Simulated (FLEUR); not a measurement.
# Magnetic state of MnPt from several starts, part 2 of 3

Aim: find out whether MnPt carries moments, and which collinear order costs least.

FLEUR MaX-R8.1; LDA (VWN); all-electron FLAPW, Dirac cores, scalar-relativistic bands.

So far, largest spin moment in the muffin-tin sphere (μB): step 2 (run 1 (ferro +)) 3.72; step 3 (order 2, typed as antiferro q=(1/2,1/2,0) +-) 3.65.

## Step 4: Run 3 (antiferro q=(0,0,1/2) +-)

Another pattern of signs weighs the neighbour shells otherwise.

This order needs a doubled cell of 4 atoms. The mesh is halved along the doubled vector, so that both cells sample the same points. The k list default-1 (kpts.xml, not shown) is a Γ-centred 10×10×5 mesh.

Contents of inp.xml:

```
<?xml version="1.0" encoding="UTF-8" standalone="no"?>
<fleurInput fleurInputVersion="0.39">
   <comment>
      MnPt
   </comment>
   <calculationSetup>
      <cutoffs Kmax="3.6" Gmax="10.8" GmaxXC="10.8" numbands="0"/>
      <scfLoop itmax="90" minDistance="0.00002" maxIterBroyd="15" imix="Anderson" alpha="0.05" precondParam="0.0" spinf="2.0" sdNocoIR="T"/>
      <coreElectrons ctail="T" frcor="F" kcrel="0" coretail_lmax="0"/>
      <xcFunctional name="vwn" relativisticCorrections="F"/>
      <magnetism jspins="2"/>
      <soc l_soc="F" theta="0.0" phi="0.0" spav="F"/>
      <expertModes spex="0" secvar="F"/>
      <geometryOptimization l_f="F" forcealpha="1.0" forcemix="BFGS" epsdisp="0.00001" epsforce="0.00001"/>
      <ldaU l_linMix="F" mixParam="0.05" spinf="1.0"/>
   </calculationSetup>
   <cell>
      <bzIntegration valenceElectrons="62.0" mode="hist" fermiSmearingEnergy="0.00110248">
         <kPointListSelection listName="default-1"/>
         <xi:include xmlns:xi="http://www.w3.org/2001/XInclude" href="kpts.xml"> </xi:include>
      </bzIntegration>
      <xi:include xmlns:xi="http://www.w3.org/2001/XInclude" href="sym.xml"> </xi:include>
      <bulkLattice scale="1.0">
         <bravaisMatrix>
            <row-1>    5.3479249326179996     0.0000000000000000     0.0000000000000000</row-1>
            <row-2>    0.0000000000000000     5.3479249326179996     0.0000000000000000</row-2>
            <row-3>    0.0000000000000000     0.0000000000000000    13.8327952320719998</row-3>
         </bravaisMatrix>
      </bulkLattice>
   </cell>
   <atomSpecies>
      <species name="Manganese 3.500" element="Mn" atomicNumber="25">
         <mtSphere radius="2.5" gridPoints="827" logIncrement="0.015"/>
         <atomicCutoffs lmax="10" lnonsphr="8"/>
         <electronConfig flipSpins="F">
            <coreConfig>(1s1/2) (2s1/2) (2p1/2) (2p3/2)</coreConfig>
            <valenceConfig>(3s1/2) (3p1/2) (3p3/2) (4s1/2) (3d3/2) (3d5/2)</valenceConfig>
            <stateOccupation state="(3d3/2)" spinUp="1.25" spinDown="0.75"/>
            <stateOccupation state="(3d5/2)" spinUp="3.0" spinDown="0.0"/>
         </electronConfig>
         <energyParameters s="4" p="4" d="3" f="4"/>
         <lo type="SCLO" l="0" n="3" eDeriv="0"/>
         <lo type="SCLO" l="1" n="3" eDeriv="0"/>
      </species>
      <species name="Manganese -3.500" element="Mn" atomicNumber="25">
         <mtSphere radius="2.5" gridPoints="827" logIncrement="0.015"/>
         <atomicCutoffs lmax="10" lnonsphr="8"/>
         <electronConfig flipSpins="F">
            <coreConfig>(1s1/2) (2s1/2) (2p1/2) (2p3/2)</coreConfig>
            <valenceConfig>(3s1/2) (3p1/2) (3p3/2) (4s1/2) (3d3/2) (3d5/2)</valenceConfig>
            <stateOccupation state="(3d3/2)" spinUp="0.75" spinDown="1.25"/>
            <stateOccupation state="(3d5/2)" spinUp="0.0" spinDown="3.0"/>
         </electronConfig>
         <energyParameters s="4" p="4" d="3" f="4"/>
         <lo type="SCLO" l="0" n="3" eDeriv="0"/>
         <lo type="SCLO" l="1" n="3" eDeriv="0"/>
      </species>
      <species name="Platinum (Pt)" element="Pt" atomicNumber="78">
         <mtSphere radius="2.5" gridPoints="827" logIncrement="0.016"/>
         <atomicCutoffs lmax="10" lnonsphr="8"/>
         <electronConfig flipSpins="F">
            <coreConfig>(1s1/2) (2s1/2) (2p1/2) (2p3/2) (3s1/2) (3p1/2) (3p3/2) (4s1/2) (3d3/2) (3d5/2) (4p1/2) (4p3/2) (5s1/2) (4d3/2) (4d5/2) (4f5/2) (4f7/2)</coreConfig>
            <valenceConfig>(5p1/2) (5p3/2) (6s1/2) (5d3/2) (5d5/2)</valenceConfig>
            <stateOccupation state="(6s1/2)" spinUp="0.500000" spinDown="0.500000"/>
            <stateOccupation state="(5d3/2)" spinUp="1.800000" spinDown="1.800000"/>
            <stateOccupation state="(5d5/2)" spinUp="2.700000" spinDown="2.700000"/>
         </electronConfig>
         <energyParameters s="6" p="6" d="5" f="5"/>
         <lo type="SCLO" l="1" n="5" eDeriv="0"/>
      </species>
   </atomSpecies>
   <atomGroups>
      <atomGroup species="Manganese 3.500">
         <relPos label="                   1">.0000000000 .0000000000 .0000000000</relPos>
         <force calculate="T" relaxXYZ="TTT"/>
      </atomGroup>
      <atomGroup species="Manganese -3.500">
         <relPos label="                   2">.0000000000 .0000000000 1.000/2.000</relPos>
         <force calculate="T" relaxXYZ="TTT"/>
      </atomGroup>
      <atomGroup species="Platinum (Pt)">
         <relPos label="                   3">1.000/2.000 1.000/2.000 1.000/4.000</relPos>
         <relPos label="                   4">1.000/2.000 1.000/2.000 -1.000/4.000</relPos>
         <force calculate="T" relaxXYZ="TTT"/>
      </atomGroup>
   </atomGroups>
   <output dos="F" band="F" slice="F">
      <bandDOS minEnergy="-.5*Htr" maxEnergy="0.5*Htr" sigma="0.015" storeEVData="T"/>
      <plotting iplot="0" polar="F">
         <plot TwoD="T" vec1="  1.0  0.0  0.0" vec2="  0.0  1.0  0.0" vec3="  0.0  0.0  1.0" zero="  0.0  0.0  0.0" file="plot"/>
      </plotting>
      <moessbauerParams electricFieldGradient="F" isomerShift="F" coreHyperfine="F" valenceHyperfine="F"/>
   </output>
</fleurInput>
```

Contents of crystal.txt:

```
MnPt
&input film=F cartesian=F /
2.83000000000  0.00000000000  0.00000000000
0.00000000000  2.83000000000  0.00000000000
0.00000000000  0.00000000000  7.32000000000
1.8897261246
1.0 1.0 1.0

4
25 0.00000000000  0.00000000000  0.00000000000 : 3.500
25 0.00000000000  0.00000000000  0.50000000000 : -3.500
78 0.50000000000  0.50000000000  0.25000000000
78 0.50000000000  0.50000000000  0.75000000000

&kpt div1=10 div2=10 div3=5 gamma=T /
```

Started as:

```sh
$ OMP_NUM_THREADS=1 inpgen -f crystal.txt > inpgen.log  # inp.xml is then edited as shown
$ OMP_NUM_THREADS=1 mpirun -n 4 fleur_MPI > fleur.log
```

The log of the run:

```text
[banner, memory and clock lines left out]
Welcome to FLEUR        (www.flapw.de)
      MaX-Release 8.1          (www.max-centre.eu)

 ========== k-point set info ==========
 Selected k-point list: default-1
 k-point list type: mesh
 0 x 0 x 0
 Number of k points: 64

 [... set-up left out ...]
 Iteration:     1   Distance:      30.09769426 me/bohr^3
 Iteration:     2   Distance:      16.38241881 me/bohr^3
 Iteration:     3   Distance:      10.96971744 me/bohr^3
 Iteration:     4   Distance:       7.22301850 me/bohr^3
 Iteration:     5   Distance:       4.94212639 me/bohr^3
[...]
<sumOfEigenvalues value="   -23985.2595504851">
               <coreElectrons value="-23949.8315949670"/>
               <valenceElectrons value="-35.4279555181"/>
            </sumOfEigenvalues>
         [... left out ...]
            <freeEnergy value="-39186.0891914620"/>
            <extrapolationTo0K value="-39186.0890122894"/>
         </totalEnergy>
         <densityConvergence units="me/bohr^3">
            <chargeDensity spin="1" distance="0.0000109596"/>
            <chargeDensity spin="2" distance="0.0000109261"/>
            <overallChargeDensity distance="0.0000158097"/>
            <spinDensity distance="0.0000151341"/>
         </densityConvergence>
      </iteration>
```

Elapsed: 30 s, on 4 MPI ranks of AMD EPYC 9R45, shared host; peak memory 0.34 GiB.

Spin moment in the muffin-tin sphere by atom:

| atom | spin moment in the muffin-tin sphere (μB) |
| --- | --- |
| Mn1 | 3.65 |
| Mn2 | -3.65 |
| Pt3 | 0.00 |
| Pt4 | 0.00 |

Read from the output:

- free energy: -1066307.8085 eV
- magnetization: 0 μB
- final state: antiferromagnetic

It lies 63.9 meV a seeded atom under the first start, and its largest moment is 3.65 μB against 3.72 μB.

## Step 5: Start 4: antiferro q=(1/2,1/2,1/2) +-

Reversing part of the moments tests the sign of the couplings between them.

The cell is doubled to 4 atoms to hold this order. The mesh is halved along the doubled vector, so that both cells sample the same points. The k list default-1 (kpts.xml, not shown) is a Γ-centred 5×10×10 mesh.

Changes to inp.xml since step 4:

```diff
@@ -24,5 +24,5 @@
          <bravaisMatrix>
-            <row-1>    5.3479249326179996     0.0000000000000000     0.0000000000000000</row-1>
-            <row-2>    0.0000000000000000     5.3479249326179996     0.0000000000000000</row-2>
-            <row-3>    0.0000000000000000     0.0000000000000000    13.8327952320719998</row-3>
+            <row-1>   10.6958498652359992     0.0000000000000000     0.0000000000000000</row-1>
+            <row-2>    5.3479249326179996     5.3479249326179996     0.0000000000000000</row-2>
+            <row-3>    5.3479249326179996     0.0000000000000000     6.9163976160359999</row-3>
          </bravaisMatrix>
@@ -77,3 +77,3 @@
       <atomGroup species="Manganese -3.500">
-         <relPos label="                   2">.0000000000 .0000000000 1.000/2.000</relPos>
+         <relPos label="                   2">1.000/2.000 .0000000000 .0000000000</relPos>
          <force calculate="T" relaxXYZ="TTT"/>
@@ -81,4 +81,4 @@
       <atomGroup species="Platinum (Pt)">
-         <relPos label="                   3">1.000/2.000 1.000/2.000 1.000/4.000</relPos>
-         <relPos label="                   4">1.000/2.000 1.000/2.000 -1.000/4.000</relPos>
+         <relPos label="                   3">-1.000/4.000 1.000/2.000 1.000/2.000</relPos>
+         <relPos label="                   4">1.000/4.000 1.000/2.000 1.000/2.000</relPos>
          <force calculate="T" relaxXYZ="TTT"/>
```

Contents of crystal.txt:

```
MnPt
&input film=F cartesian=F /
5.66000000000  0.00000000000  0.00000000000
2.83000000000  2.83000000000  0.00000000000
2.83000000000  0.00000000000  3.66000000000
1.8897261246
1.0 1.0 1.0

4
25 0.00000000000  0.00000000000  0.00000000000 : 3.500
25 0.50000000000  0.00000000000  0.00000000000 : -3.500
78 0.75000000000  0.50000000000  0.50000000000
78 0.25000000000  0.50000000000  0.50000000000

&kpt div1=5 div2=10 div3=10 gamma=T /
```

The log of the run:

```text
[banner, memory and clock lines left out]
Welcome to FLEUR        (www.flapw.de)
      MaX-Release 8.1          (www.max-centre.eu)

 ========== k-point set info ==========
 Selected k-point list: default-1
 k-point list type: mesh
 5 x 10 x 10
 Number of k points: 108

 [... set-up left out ...]
 Iteration:     1   Distance:      28.02196512 me/bohr^3
 Iteration:     2   Distance:      16.68063206 me/bohr^3
 Iteration:     3   Distance:      10.97565496 me/bohr^3
 Iteration:     4   Distance:       6.92469962 me/bohr^3
 Iteration:     5   Distance:       4.91452548 me/bohr^3
[...]
<sumOfEigenvalues value="   -23985.5540600834">
               <coreElectrons value="-23950.0073814774"/>
               <valenceElectrons value="-35.5466786060"/>
            </sumOfEigenvalues>
         [... left out ...]
            <freeEnergy value="-39186.1049189891"/>
            <extrapolationTo0K value="-39186.1048181225"/>
         </totalEnergy>
         <densityConvergence units="me/bohr^3">
            <chargeDensity spin="1" distance="0.0000110804"/>
            <chargeDensity spin="2" distance="0.0000112054"/>
            <overallChargeDensity distance="0.0000161535"/>
            <spinDensity distance="0.0000153537"/>
         </densityConvergence>
      </iteration>
```

Run time: 56 s. Hardware: 4 MPI ranks; peak memory 0.38 GiB; 3.7 min of CPU time.

Numbers from this step:

```yaml
free_energy: -1066308.2364 eV
program_s_band_gap_on_this_mesh_in_a_metal_only_a_level_spacing: 0.002248 eV
magnetization: 0 μB
final_state: antiferromagnetic
largest_moment: 3.573 μB
```

It lies 278 meV a seeded atom under the first start, and its largest moment is 3.57 μB against 3.72 μB.

## Step 6: Start 5: no spin polarisation

Without spin polarisation no moment can form, so the difference from the other runs is what forming moments gains.

The k list default-1 (kpts.xml, not shown) is a Γ-centred 10×10×10 mesh.

Contents of inp.xml:

```
<?xml version="1.0" encoding="UTF-8" standalone="no"?>
<fleurInput fleurInputVersion="0.39">
   <comment>
      MnPt
   </comment>
   <calculationSetup>
      <cutoffs Kmax="3.6" Gmax="10.8" GmaxXC="10.8" numbands="0"/>
      <scfLoop itmax="90" minDistance="0.00002" maxIterBroyd="15" imix="Anderson" alpha="0.05" precondParam="0.0" spinf="2.0" sdNocoIR="T"/>
      <coreElectrons ctail="T" frcor="F" kcrel="0" coretail_lmax="0"/>
      <xcFunctional name="vwn" relativisticCorrections="F"/>
      <magnetism jspins="1"/>
      <soc l_soc="F" theta="0.0" phi="0.0" spav="F"/>
      <expertModes spex="0" secvar="F"/>
      <geometryOptimization l_f="F" forcealpha="1.0" forcemix="BFGS" epsdisp="0.00001" epsforce="0.00001"/>
      <ldaU l_linMix="F" mixParam="0.05" spinf="1.0"/>
   </calculationSetup>
   <cell>
      <bzIntegration valenceElectrons="31.0" mode="hist" fermiSmearingEnergy="0.00110248">
         <kPointListSelection listName="default-1"/>
         <xi:include xmlns:xi="http://www.w3.org/2001/XInclude" href="kpts.xml"> </xi:include>
      </bzIntegration>
      <xi:include xmlns:xi="http://www.w3.org/2001/XInclude" href="sym.xml"> </xi:include>
      <bulkLattice scale="1.0">
         <bravaisMatrix>
            <row-1>    5.3479249326179996     0.0000000000000000     0.0000000000000000</row-1>
            <row-2>    0.0000000000000000     5.3479249326179996     0.0000000000000000</row-2>
            <row-3>    0.0000000000000000     0.0000000000000000     6.9163976160359999</row-3>
         </bravaisMatrix>
      </bulkLattice>
   </cell>
   <atomSpecies>
      <species name="Manganese (Mn)" element="Mn" atomicNumber="25">
         <mtSphere radius="2.5" gridPoints="827" logIncrement="0.015"/>
         <atomicCutoffs lmax="10" lnonsphr="8"/>
         <electronConfig flipSpins="F">
            <coreConfig>(1s1/2) (2s1/2) (2p1/2) (2p3/2)</coreConfig>
            <valenceConfig>(3s1/2) (3p1/2) (3p3/2) (4s1/2) (3d3/2) (3d5/2)</valenceConfig>
            <stateOccupation state="(3d3/2)" spinUp="1.000000" spinDown="1.000000"/>
            <stateOccupation state="(3d5/2)" spinUp="1.500000" spinDown="1.500000"/>
         </electronConfig>
         <energyParameters s="4" p="4" d="3" f="4"/>
         <lo type="SCLO" l="0" n="3" eDeriv="0"/>
         <lo type="SCLO" l="1" n="3" eDeriv="0"/>
      </species>
      <species name="Platinum (Pt)" element="Pt" atomicNumber="78">
         <mtSphere radius="2.5" gridPoints="827" logIncrement="0.016"/>
         <atomicCutoffs lmax="10" lnonsphr="8"/>
         <electronConfig flipSpins="F">
            <coreConfig>(1s1/2) (2s1/2) (2p1/2) (2p3/2) (3s1/2) (3p1/2) (3p3/2) (4s1/2) (3d3/2) (3d5/2) (4p1/2) (4p3/2) (5s1/2) (4d3/2) (4d5/2) (4f5/2) (4f7/2)</coreConfig>
            <valenceConfig>(5p1/2) (5p3/2) (6s1/2) (5d3/2) (5d5/2)</valenceConfig>
            <stateOccupation state="(6s1/2)" spinUp="0.500000" spinDown="0.500000"/>
            <stateOccupation state="(5d3/2)" spinUp="1.800000" spinDown="1.800000"/>
            <stateOccupation state="(5d5/2)" spinUp="2.700000" spinDown="2.700000"/>
         </electronConfig>
         <energyParameters s="6" p="6" d="5" f="5"/>
         <lo type="SCLO" l="1" n="5" eDeriv="0"/>
      </species>
   </atomSpecies>
   <atomGroups>
      <atomGroup species="Manganese (Mn)">
         <relPos label="                   1">.0000000000 .0000000000 .0000000000</relPos>
         <force calculate="T" relaxXYZ="TTT"/>
      </atomGroup>
      <atomGroup species="Platinum (Pt)">
         <relPos label="                   2">1.000/2.000 1.000/2.000 1.000/2.000</relPos>
         <force calculate="T" relaxXYZ="TTT"/>
      </atomGroup>
   </atomGroups>
   <output dos="F" band="F" slice="F">
      <bandDOS minEnergy="-.5*Htr" maxEnergy="0.5*Htr" sigma="0.015" storeEVData="T"/>
      <plotting iplot="0" polar="F">
         <plot TwoD="T" vec1="  1.0  0.0  0.0" vec2="  0.0  1.0  0.0" vec3="  0.0  0.0  1.0" zero="  0.0  0.0  0.0" file="plot"/>
      </plotting>
      <moessbauerParams electricFieldGradient="F" isomerShift="F" coreHyperfine="F" valenceHyperfine="F"/>
   </output>
</fleurInput>
```

Contents of crystal.txt:

```
MnPt
&input film=F cartesian=F /
2.83000000000  0.00000000000  0.00000000000
0.00000000000  2.83000000000  0.00000000000
0.00000000000  0.00000000000  3.66000000000
1.8897261246
1.0 1.0 1.0

2
25 0.00000000000  0.00000000000  0.00000000000
78 0.50000000000  0.50000000000  0.50000000000

&kpt div1=10 div2=10 div3=10 gamma=T /
```

The log of the run:

```text
[banner, memory and clock lines left out]
Welcome to FLEUR        (www.flapw.de)
      MaX-Release 8.1          (www.max-centre.eu)

 ========== k-point set info ==========
 Selected k-point list: default-1
 k-point list type: mesh
 0 x 0 x 0
 Number of k points: 128

 [... set-up left out ...]
 Iteration:     1   Distance:      45.27609442 me/bohr^3
 Iteration:     2   Distance:      19.27982217 me/bohr^3
 Iteration:     3   Distance:      15.02715538 me/bohr^3
 Iteration:     4   Distance:       8.68320957 me/bohr^3
 Iteration:     5   Distance:       5.74063536 me/bohr^3
[...]
<FermiEnergy value="0.3831144202" units="Htr"/>
         [... left out ...]
         <totalEnergy value="   -19593.0172524557" units="Htr">
            <sumOfEigenvalues value="   -11994.5279009564">
               <coreElectrons value="-11976.5549179058"/>
               <valenceElectrons value="-17.9729830507"/>
            </sumOfEigenvalues>
         [... left out ...]
            <freeEnergy value="-19593.0177882899"/>
            <extrapolationTo0K value="-19593.0175203728"/>
         </totalEnergy>
         <densityConvergence units="me/bohr^3">
            <chargeDensity spin="1" distance="0.0000144303"/>
         </densityConvergence>
      </iteration>
```

It took 9.2 s on 4 MPI ranks; peak memory 0.2 GiB; 36 s of CPU time.

Numbers from this step:

* free energy: -533153.1748 eV
* program's band gap on this mesh (in a metal only a level spacing): 0.001675 eV
* final state: non-magnetic (no spin polarisation)

It lies 666 meV a seeded atom over the first start.

## Step 7: Energies of the orders

Free energies are divided by the number of seeded atoms, so that cells of unlike size compare. Wavevectors q in the names are fractions of the primitive cell's reciprocal vectors.

Orders:

| start | final state | typed order kept | energy over the lowest (meV a seeded atom) | largest sphere moment (μB) | net moment (μB a primitive cell) | mesh matched | CPU time (s) |
| --- | --- | --- | --- | --- | --- | --- | --- |
| ferro + | ferromagnetic | yes | 355.8 | 3.718 | 4.154 | yes | 67.65 |
| antiferro q=(1/2,1/2,0) +- | antiferromagnetic | yes | 0 | 3.649 | 0 | yes | 206.3 |
| antiferro q=(0,0,1/2) +- | antiferromagnetic | yes | 291.9 | 3.655 | 0 | yes | 120.6 |
| antiferro q=(1/2,1/2,1/2) +- | antiferromagnetic | yes | 77.89 | 3.573 | 0 | yes | 221.8 |
| no spin polarisation | non-magnetic | - | 1021 | 0 | 0 | yes | 35.78 |

(Part 2 of 3 ends here.)

[Logs and program files are shortened in this print: banners, set-up blocks, solver, clock and traceback lines can be left out without a mark of their own.]

[Logs are printed without paths, hosts, clocks, repeated set-up lines and the standing remarks that a program may print on its own settings, such as how far it seeks lower states.]

[Hosts, paths, dates, database ids (printed as entryN), source tags and the programs' standing remarks are cut or masked in the printed files.]

[Where a cell is said to come from a database of computed structures, the database is the Materials Project.]
